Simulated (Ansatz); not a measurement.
# AgSbSe3 (model cell, started as cubic perovskite with Sb in the octahedra): a soft mode frozen in, part 2 of 3

Wanted: the energy along a soft mode of AgSbSe3 (model cell, started as cubic perovskite with Sb in the octahedra) and the structure at the end.

Ansatz 0.2.0; DFT PBEsol, scalar-relativistic, plane waves, PAW; PAW set soft_1.

So far, highest frequency on the path or at a solved wavevector (cm⁻¹): step 2 (the dispersion) 208. Also lowest frequency on the path (cm⁻¹): step 2 -107.

The structure was built from a prototype and need not be the compound's stable phase.

### Step 4. The mode frozen in, largest atomic shift 0.6 Å

The atoms are moved along the unstable eigenvector, the largest shift by 0.6 Å, with the cell fixed.

Input file input.yaml:

```yaml
crystal:
  lattice:
    - [-5.2222568262, 0.0, 0.0]
    - [0.0, -5.2222568262, -5.2222568262]
    - [0.0, -5.2222568262, 5.2222568262]
  atoms:
    - { symbol: Ag, position: [1.0, 0.5151335805, 0.4848664195] }
    - { symbol: Ag, position: [1.0, -0.0151335805, 0.0151335805] }
    - { symbol: Sb, position: [0.5, 0.0071847563, 0.5071847563] }
    - { symbol: Sb, position: [0.5, 0.4928152437, -0.0071847563] }
    - { symbol: Se, position: [0.5, 0.25, 0.25] }
    - { symbol: Se, position: [0.5, 0.75, 0.75] }
    - { symbol: Se, position: [0.5, 0.25, 0.75] }
    - { symbol: Se, position: [0.5, 0.75, 0.25] }
    - { symbol: Se, position: [0.0, -0.0574464279, 0.4425535721] }
    - { symbol: Se, position: [0.0, 0.5574464279, 0.0574464279] }
kpoints:
  mp_grid: { grid: [8, 6, 6] }
hamiltonian:
  xc: pbesol
  pseudopotentials: { kind: paw, azcp: { folder: soft_1 }, xc_functional: pbe }
scf:
  occupations: { method: methfessel_paxton, width: 0.2 }
output:
  forces: true
  stress: true
  eigenvalues: true
```

Started as:

```
> ansatz run input.yaml --threads 4 --pin off --max-ram 16384MiB --backend cpu --events-out ev --progress --plain --runs-dir out
```

Numbers of over 12 decimals in the logs are rounded to 6 here.

The log of the run:

```text
[...]
Crystal: 10 atoms, lattice volume = 284.842 Å³
Basis set: ecut = 420 eV, 5553 PW (Γ), exchange–correlation on 72×100×100 points (8 copies of the dense FFT grid, shifted against one another)
Bands: 99, of which v1, the nominal top of the filled ones, is band 82 counted from 1 (81 counted from 0)
Symmetry: 8 space group operations
[...]
k-points: 65 of 288
[...]
k-point 0: bands = [... 78 lower, 6.1348, 6.2026, 6.2075, 6.4011, 7.1365, 7.3582, 8.0470, 8.2915, ... 13 higher]
  k-point 1: bands = [... 78 lower, 6.0596, 6.1217, 6.2288, 6.3395, 7.1564, 7.3249, 7.6133, 8.7720, ... 13 higher]
  k-point 2: bands = [... 78 lower, 5.9942, 5.9955, 6.2036, 6.3711, 6.7051, 6.9192, 8.2231, 9.1351, ... 13 higher]
  k-point 64: bands = [... 78 lower, 5.8692, 5.9624, 6.7369, 7.0473, 7.8061, 7.9635, 8.4760, 8.6439, ... 13 higher]
[key lines of the parts left out:]
SCF converged after 10 iterations
Free energy (F): -60401.247907 eV
Fermi energy:    6.817209 eV
P = ⅓ Tr σ = -0.5504 GPa (-5.504 kbar)
```

Run time: 36 s. Hardware: 4 threads of Arm Neoverse V1, shared host; peak memory 1.6 GiB; 2.3 min of CPU time.

This step gave:

* pressure: -0.5504 GPa
* energy from the undistorted cell: -91.61 meV/atom

The energy, extrapolated to zero smearing, is -91.61 meV/atom against the undistorted cell.

The run ends at a pressure of -0.55 GPa, with forces up to 0.86 eV/Å.

### Step 5. Energy along the mode, all amplitudes (two of the runs are shown above)

An imaginary frequency means negative curvature, so the energy should fall and then rise again as anharmonic terms take over.

This step gave:

- depth at the lowest point sampled: 91.61 meV/atom
- largest atomic shift at that point: 0.6 Å

Table of energy from the parent by largest atomic shift:

| largest atomic shift (Å) | energy from the parent (meV/atom) |
| --- | --- |
| 0.000 | 0 |
| 0.040 | -0.568 |
| 0.080 | -2.25 |
| 0.140 | -6.70 |
| 0.220 | -15.9 |
| 0.320 | -32.4 |
| 0.450 | -59.6 |
| 0.600 | -91.6 |

Displacement at unit largest shift by atom:

| atom | x (Å) | y (Å) | z (Å) | size |
| --- | --- | --- | --- | --- |
| Ag1 | 0.00 | 0.00 | -0.26 | 0.26 |
| Ag2 | 0.00 | 0.00 | 0.26 | 0.26 |
| Sb3 | 0.00 | -0.12 | 0.00 | 0.12 |
| Sb4 | 0.00 | 0.12 | 0.00 | 0.12 |
| Se5 | 0.00 | 0.00 | 0.00 | 0.00 |
| Se6 | 0.00 | 0.00 | 0.00 | 0.00 |
| Se7 | 0.00 | 0.00 | 0.00 | 0.00 |
| Se8 | 0.00 | 0.00 | 0.00 | 0.00 |
| Se9 | 0.00 | 1.00 | 0.00 | 1.00 |
| Se10 | 0.00 | -1.00 | 0.00 | 1.00 |

The lowest of the steps tried is the last one, at 0.6 Å, 91.6 meV/atom below the parent; the bottom of the well need not coincide with a step.

### Step 6. Relaxation from the frozen mode

Starting from the lowest point found, all atoms and the cell are let go, so that strain and other modes of the same symmetry can join in.

input.yaml, as its differences from that of step 4:

```diff
@@ -27 +27,6 @@
   eigenvalues: true
+relax:
+  adjacent_minimum: "off"
+  f_tol: 0.002
+  max_steps: 120
+  cell: { stress_tol: 0.03 }
```

The log of the run:

```text
[...]
Crystal: 10 atoms, lattice volume = 284.842 Å³
Basis set: ecut = 420 eV, 5553 PW (Γ), exchange–correlation on 72×100×100 points (8 copies of the dense FFT grid, shifted against one another)
Bands: 99, of which v1, the nominal top of the filled ones, is band 82 counted from 1 (81 counted from 0)
Symmetry: 8 space group operations
[...]
k-points: 65 of 288
[...]
SCF iter   1: F=—  HF=-60402.915801 eV  |F-HF|=—  |Δ(HF+E_count)|=         —  Δρ=3.74e-2  dr2=5.58e0  ethr=3.10e-3  ⟨swp⟩=6.8  Hψ=24736  notcnv=0  defer=5
[...]
SCF iter  10: F=-60401.247907 eV  HF=-60401.247907 eV  |F-HF|=2.53e-8  |Δ(HF+E_count)|=   4.16e-8  S|Δr|=    0.00e0  Δρ=2.34e-6  dr2=2.97e-8  ethr=6.10e-11  ⟨swp⟩=11.5  Hψ=32270  notcnv=0
SCF 1 converged in 10 iterations: F = -60401.247907 eV  dr2 = 2.97e-8
[...]
relax step   1: F+E_penalty+E_count = -60401.24790689 eV  Δ(F+E_penalty+E_count) = +0.000e0 eV  max|allowed force component| = 8.555e-1 eV/Å  Δτ_max = 0.0000 Å  P = -0.550 GPa  Ω = 284.842 Å³  (10 SCF iters, dr2 threshold 1.00e-7 eV, accepted)
Crystal: 10 atoms, lattice volume = 283.935 Å³
Basis set: ecut = 420 eV, 5569 PW (Γ), exchange–correlation on 72×100×100 points (8 copies of the dense FFT grid, shifted against one another)
[...]
SCF iter   7: F=-60401.781310 eV  HF=-60401.781310 eV  |F-HF|=6.46e-7  |Δ(HF+E_count)|=   1.28e-6  S|Δr|=    0.00e0  Δρ=1.01e-5  dr2=4.85e-7  ethr=6.10e-10  ⟨swp⟩=6.1  Hψ=34447  notcnv=0
SCF 2 converged in 7 iterations: F = -60401.781310 eV  dr2 = 4.85e-7
relax step   2: F+E_penalty+E_count = -60401.78130963 eV  Δ(F+E_penalty+E_count) = -5.334e-1 eV  max|allowed force component| = 7.174e-1 eV/Å  Δτ_max = 0.1999 Å  P = -0.604 GPa  Ω = 283.935 Å³  energy of the carried Pulay correction = +1.166e-4 eV  (7 SCF iters, dr2 threshold 1.00e-6 eV, accepted)
Crystal: 10 atoms, lattice volume = 280.471 Å³
Basis set: ecut = 420 eV, 5469 PW (Γ), exchange–correlation on 72×100×100 points (8 copies of the dense FFT grid, shifted against one another)
[...]
SCF iter   8: F=-60402.199388 eV  HF=-60402.199389 eV  |F-HF|=2.15e-7  |Δ(HF+E_count)|=   7.90e-7  S|Δr|=    0.00e0  Δρ=6.59e-6  dr2=2.61e-7  ethr=6.10e-10  ⟨swp⟩=7.3  Hψ=31051  notcnv=0
SCF 3 converged in 8 iterations: F = -60402.199388 eV  dr2 = 2.61e-7
relax step   3: F+E_penalty+E_count = -60402.19938836 eV  Δ(F+E_penalty+E_count) = -4.181e-1 eV  max|allowed force component| = 4.246e-1 eV/Å  Δτ_max = 0.1954 Å  P = +0.616 GPa  Ω = 280.471 Å³  energy of the carried Pulay correction = +5.650e-4 eV  (8 SCF iters, dr2 threshold 1.00e-6 eV, accepted)
[... from here on, the SCF cycles and remarks between the steps are left out ...]
relax step   4: F+E_penalty+E_count = -60402.34807644 eV  Δ(F+E_penalty+E_count) = -1.487e-1 eV  max|allowed force component| = 3.365e-1 eV/Å  Δτ_max = 0.1907 Å  P = +0.823 GPa  Ω = 284.791 Å³  energy of the carried Pulay correction = +6.656e-6 eV  (7 SCF iters, dr2 threshold 1.00e-6 eV, accepted)
relax step   5: F+E_penalty+E_count = -60402.41532442 eV  Δ(F+E_penalty+E_count) = -6.725e-2 eV  max|allowed force component| = 1.135e-1 eV/Å  Δτ_max = 0.1218 Å  P = -0.089 GPa  Ω = 292.034 Å³  energy of the carried Pulay correction = -9.109e-4 eV  (7 SCF iters, dr2 threshold 1.00e-6 eV, accepted)
relax step   6: F+E_penalty+E_count = -60402.43116765 eV  Δ(F+E_penalty+E_count) = -1.584e-2 eV  max|allowed force component| = 8.881e-2 eV/Å  Δτ_max = 0.0786 Å  P = +0.059 GPa  Ω = 294.130 Å³  energy of the carried Pulay correction = -1.172e-3 eV  (7 SCF iters, dr2 threshold 8.06e-7 eV, accepted)
relax step   7: F+E_penalty+E_count = -60402.45869652 eV  Δ(F+E_penalty+E_count) = -2.753e-2 eV  max|allowed force component| = 1.677e-1 eV/Å  Δτ_max = 0.1279 Å  P = +0.161 GPa  Ω = 297.940 Å³  energy of the carried Pulay correction = -1.642e-3 eV  (8 SCF iters, dr2 threshold 4.93e-7 eV, accepted)
relax step   8: F+E_penalty+E_count = -60402.50231652 eV  Δ(F+E_penalty+E_count) = -4.362e-2 eV  max|allowed force component| = 2.147e-1 eV/Å  Δτ_max = 0.1430 Å  P = +0.220 GPa  Ω = 302.153 Å³  energy of the carried Pulay correction = -2.155e-3 eV  (8 SCF iters, dr2 threshold 1.00e-6 eV, accepted)
relax step   9: F+E_penalty+E_count = -60402.51877889 eV  Δ(F+E_penalty+E_count) = -1.646e-2 eV  max|allowed force component| = 4.606e-1 eV/Å  Δτ_max = 0.1966 Å  P = +0.354 GPa  Ω = 307.739 Å³  energy of the carried Pulay correction = -2.823e-3 eV  (8 SCF iters, dr2 threshold 1.00e-6 eV, accepted)
relax step  10: F+E_penalty+E_count = -60402.53663689 eV  Δ(F+E_penalty+E_count) = -1.786e-2 eV  max|allowed force component| = 1.167e-1 eV/Å  Δτ_max = 0.1297 Å  P = -0.052 GPa  Ω = 304.939 Å³  energy of the carried Pulay correction = -2.490e-3 eV  (8 SCF iters, dr2 threshold 1.00e-6 eV, accepted)
relax step  11: F+E_penalty+E_count = -60402.55040295 eV  Δ(F+E_penalty+E_count) = -1.377e-2 eV  max|allowed force component| = 2.527e-2 eV/Å  Δτ_max = 0.0630 Å  P = -0.039 GPa  Ω = 306.602 Å³  energy of the carried Pulay correction = -2.688e-3 eV  (7 SCF iters, dr2 threshold 8.51e-7 eV, accepted)
relax step  12: F+E_penalty+E_count = -60402.55108582 eV  Δ(F+E_penalty+E_count) = -6.829e-4 eV  max|allowed force component| = 4.177e-3 eV/Å  Δτ_max = 0.0126 Å  P = +0.054 GPa  Ω = 306.059 Å³  energy of the carried Pulay correction = -2.624e-3 eV  (8 SCF iters, dr2 threshold 3.99e-8 eV, accepted)
relax step  13: F+E_penalty+E_count = -60402.55109898 eV  Δ(F+E_penalty+E_count) = -1.315e-5 eV  max|allowed force component| = 4.956e-3 eV/Å  Δτ_max = 0.0040 Å  P = -0.009 GPa  Ω = 306.674 Å³  energy of the carried Pulay correction = -2.697e-3 eV  (7 SCF iters, dr2 threshold 1.42e-8 eV, accepted)
relax step  14: F+E_penalty+E_count = -60402.55112962 eV  Δ(F+E_penalty+E_count) = -3.064e-5 eV  max|allowed force component| = 2.607e-4 eV/Å  Δτ_max = 0.0016 Å  P = -0.000 GPa  Ω = 306.551 Å³  energy of the carried Pulay correction = -2.682e-3 eV  (7 SCF iters, dr2 threshold 1.54e-9 eV, accepted)
Basis set: ecut = 420 eV, 6003 PW (Γ), exchange–correlation on 72×108×108 points (8 copies of the dense FFT grid, shifted against one another)
[...]
SCF iter  10: F=-60402.553932 eV  HF=-60402.553932 eV  |F-HF|=0.00e0  |Δ(HF+E_count)|=  1.16e-10  S|Δr|=    0.00e0  Δρ=5.18e-8  dr2=1.69e-11  ethr=1.00e-12  ⟨swp⟩=4.2  Hψ=24814  notcnv=0
SCF 15 converged in 10 iterations: F = -60402.553932 eV  dr2 = 1.69e-11
relax step  15: F+E_penalty+E_count = -60402.55393195 eV  Δ(F+E_penalty+E_count) = -2.802e-3 eV  max|allowed force component| = 6.874e-4 eV/Å  Δτ_max = 0.0000 Å  P = -0.003 GPa  Ω = 306.551 Å³  stress off target by 4.48e-3 GPa  SCF on the basis re-selected at this cell (its energy is not comparable with the rows above)  (10 SCF iters)
basis re-selected at this cell: Δ(F+E_penalty+E_count) = -2.802e-3 eV, ΔP = -0.003 GPa vs the last step (what re-selecting the basis moved, of the pressure what is left beyond the Pulay correction that the steps carried, after the strain that the cell walked since its last selection, with what the two solves' SCF thresholds leave and, on support functions, any second-order correction that the steps lacked; it is no measure of the basis error at this ecutwfc). The dense FFT grid was sized anew with the basis: this SCF ran on 36×54×54 points, the steps before it on 36×50×50, so part of this shift can come from that change (see relax.cell in the input reference). [rest of the remark cut]
SCF converged after 10 iterations
[...]
Free energy (F): -60402.553932 eV
[...]
Internal energy: -60402.551969 eV  (E = F + TS)
E sigma→0 (E₀):  -60402.553441 eV
Entropy (-TS):   -0.001963 eV (-0.196 meV/atom)
Fermi energy:    5.917150 eV
[...]
--- Forces (eV/Å), atoms counted from 1 ---
  atom   1  Ag     0.00000000     0.00000000    -0.00067830
  atom   2  Ag    -0.00000000     0.00000000     0.00067830
  atom   3  Sb    -0.00000000    -0.00043485     0.00000000
  atom   4  Sb     0.00000000     0.00043485    -0.00000000
  atom   5  Se     0.00000000    -0.00000000    -0.00000000
  atom   6  Se     0.00000000     0.00000000    -0.00000000
  atom   7  Se     0.00000000     0.00000000     0.00000000
  atom   8  Se    -0.00000000     0.00000000    -0.00000000
  atom   9  Se     0.00000000     0.00068743    -0.00000000
  atom  10  Se    -0.00000000    -0.00068743     0.00000000
  max |Σ_I F_I| component: 1.08e-19 eV/Å
--- Stress (GPa, compression-positive) ---
       -0.004483       0.000000      -0.000000
        0.000000      -0.001609      -0.000000
       -0.000000      -0.000000      -0.003601
  P = ⅓ Tr σ = -0.0032 GPa (-0.032 kbar)
--- Band table (eV; the first three rows and the last of 65) ---
  k-point 0: bands = [... 78 lower, 5.2780, 5.5598, 5.5893, 5.6672, 6.3762, 6.4131, 7.2996, 7.4278, ... 13 higher]
  k-point 1: bands = [... 78 lower, 5.2475, 5.4575, 5.5376, 5.6532, 6.1299, 6.3126, 7.2653, 8.0112, ... 13 higher]
  k-point 2: bands = [... 78 lower, 5.1978, 5.3706, 5.4098, 5.7081, 5.7780, 6.0755, 7.9855, 8.7378, ... 13 higher]
  k-point 64: bands = [... 78 lower, 4.9248, 4.9440, 6.0863, 6.2012, 6.7410, 6.7879, 7.4837, 7.7937, ... 13 higher]
--- Relaxed structure (14 steps of the walk, 14 accepted, 1 SCFs on fresh bases) ---
  F+E_penalty+E_count = -60402.55393195 eV   max|allowed force component| = 6.874e-4 eV/Å   (the final SCF, on the basis selected at the relaxed cell)
  cell:  # Å, volume = 306.5508 Å³
    - [-5.300682, 0.0, 0.0]
    - [0.0, -5.442700, -5.312835]
    - [0.0, -5.442700, 5.312835]
  atoms:
    - { symbol: Ag, position: [1.000000, 0.619834, 0.380166] }
    - { symbol: Ag, position: [1.000000, -0.119834, 0.119834] }
    - { symbol: Sb, position: [0.500000, 0.010400, 0.510400] }
    - { symbol: Sb, position: [0.500000, 0.489600, -0.010400] }
    - { symbol: Se, position: [0.500000, 0.250000, 0.250000] }
    - { symbol: Se, position: [0.500000, 0.750000, 0.750000] }
    - { symbol: Se, position: [0.500000, 0.250000, 0.75] }
    - { symbol: Se, position: [0.500000, 0.75, 0.250000] }
    - { symbol: Se, position: [0, -0.047404, 0.452596] }
    - { symbol: Se, position: [0, 0.547404, 0.047404] }
```

Wall time 10 min (4 threads); peak memory 1.8 GiB; 40 min of CPU time.

Relaxation path:

| step | energy less that of the first step (eV) | largest force component (eV/Å) | pressure (GPa) | volume (Å³) |
| --- | --- | --- | --- | --- |
| 1 | 0.0000 | 0.8555 | -0.55 | 284.84 |
| 2 | -0.5334 | 0.7174 | -0.60 | 283.93 |
| 3 | -0.9515 | 0.4246 | 0.62 | 280.47 |
| 4 | -1.1002 | 0.3365 | 0.82 | 284.79 |
| 5 | -1.1674 | 0.1135 | -0.09 | 292.03 |
| 6 | -1.1833 | 0.0888 | 0.06 | 294.13 |
| 7 | -1.2108 | 0.1677 | 0.16 | 297.94 |
| 8 | -1.2544 | 0.2147 | 0.22 | 302.15 |
| 9 | -1.2709 | 0.4606 | 0.35 | 307.74 |
| 10 | -1.2887 | 0.1167 | -0.05 | 304.94 |
| 11 | -1.3025 | 0.0253 | -0.04 | 306.60 |
| 12 | -1.3032 | 0.0042 | 0.05 | 306.06 |
| 13 | -1.3032 | 0.0050 | -0.01 | 306.67 |
| 14 | -1.3032 | 0.0003 | 0.00 | 306.55 |
| 15* | -1.3060 | 0.0007 | 0.00 | 306.55 |

Relaxation steps marked * repeat the geometry before them on a plane-wave basis chosen anew for their cell, so energy and pressure can jump there.

Forces are held to the 8 operations that the run works with; a distortion that breaks them can't arise in this run.

| conventional cell, symmetrised | before | after | change |
| --- | --- | --- | --- |
| a (Å) | 10.445 | 10.626 | +1.7 % |
| b (Å) | 10.445 | 10.885 | +4.2 % |
| c (Å) | 5.222 | 5.301 | +1.5 % |
| volume (Å³/atom) | 28.48 | 30.66 | +7.6 % |

The atoms that moved most (Å, as changes of fractional coordinates times the final cell):

| atom | dx | dy | dz | length |
| --- | --- | --- | --- | --- |
| Ag1 | 0.000 | 0.000 | -1.113 | 1.113 |
| Ag2 | 0.000 | 0.000 | 1.113 | 1.113 |
| Se9 | 0.000 | -0.109 | 0.000 | 0.109 |
| Se10 | 0.000 | 0.109 | 0.000 | 0.109 |
| Sb4 | 0.000 | 0.035 | 0.000 | 0.035 |
| Sb3 | 0.000 | -0.035 | 0.000 | 0.035 |

This step gave:

```
pressure        : -0.003231 GPa
volume per atom : 30.66 Å³
```

The distorted start has space group Cmmm; the relaxation ends in Cmmm.

### Step 7. The new phase in its own primitive cell

The relaxed structure is symmetrised, reduced to its primitive cell and relaxed tightly, as its phonons need.

input.yaml, the sections that differ from step 6:

```yaml
crystal:
  lattice:
    - [5.3128352419, -5.4427000146, 0.0]
    - [5.3128352419, 5.4427000146, 0.0]
    - [0.0, 0.0, 5.3006817317]
  atoms:
    - { symbol: Ag, position: [0.3698342067, 0.3698342067, 0.0] }
    - { symbol: Ag, position: [0.6301657933, 0.6301657933, 0.0] }
    - { symbol: Sb, position: [0.2395996781, 0.7604003219, 0.5] }
    - { symbol: Sb, position: [0.7604003219, 0.2395996781, 0.5] }
    - { symbol: Se, position: [0.5, 0.0, 0.5] }
    - { symbol: Se, position: [0.0, 0.5, 0.5] }
    - { symbol: Se, position: [0.0, 0.0, 0.5] }
    - { symbol: Se, position: [0.5, 0.5, 0.5] }
    - { symbol: Se, position: [0.2974038287, 0.7025961713, 0.0] }
    - { symbol: Se, position: [0.7025961713, 0.2974038287, 0.0] }
kpoints:
  mp_grid: { grid: [6, 6, 8] }
relax:
  adjacent_minimum: "off"
  f_tol: 0.001
  max_steps: 60
  cell: { stress_tol: 0.01 }
# hamiltonian, scf, output: as in step 6
```

The log of the run:

```text
[...]
Crystal: 10 atoms, lattice volume = 306.551 Å³
Basis set: ecut = 420 eV, 6003 PW (Γ), exchange–correlation on 108×108×72 points (8 copies of the dense FFT grid, shifted against one another)
Bands: 99, of which v1, the nominal top of the filled ones, is band 82 counted from 1 (81 counted from 0)
Symmetry: 8 space group operations
[...]
k-points: 65 of 288
[...]
- { symbol: Sb, position: [0.239600, 0.7604003219, 0.500000] }
    - { symbol: Sb, position: [0.7604003219, 0.239600, 0.500000] }
    - { symbol: Se, position: [0.5, 2.7755575615628914e-17, 0.500000] }
    - { symbol: Se, position: [2.7755575615628914e-17, 0.5, 0.500000] }
    - { symbol: Se, position: [0.0, 0.0, 0.500000] }
    - { symbol: Se, position: [0.5, 0.5, 0.500000] }
    - { symbol: Se, position: [0.297404, 0.7025961713, 0.0] }
    - { symbol: Se, position: [0.7025961713, 0.297404, 0.0] }
[key lines of the parts left out:]
SCF converged after 7 iterations
Free energy (F): -60402.553932 eV
Fermi energy:    5.917150 eV
P = ⅓ Tr σ = -0.0032 GPa (-0.032 kbar)
```

The job ended after 1.7 min (4 threads; peak memory 1.8 GiB; 6.9 min of CPU time).

Little changed from the start: no atom moved by 0.005 Å and no cell edge by 0.1 %.

This step gave:

```yaml
pressure: -0.003229 GPa
```

The largest force component left is 0.69 meV/Å and the pressure is -0.003 GPa, within the tolerances set. The cell now holds 30.66 Å³/atom.

(Continued in part 3 of 3.)

[Logs are printed without paths, hosts, clocks, repeated set-up lines and the standing remarks that a program may print on its own settings, such as how far it seeks lower states.]

[Hosts, paths, dates, database ids (printed as entryN), source tags and the programs' standing remarks are cut or masked in the printed files.]
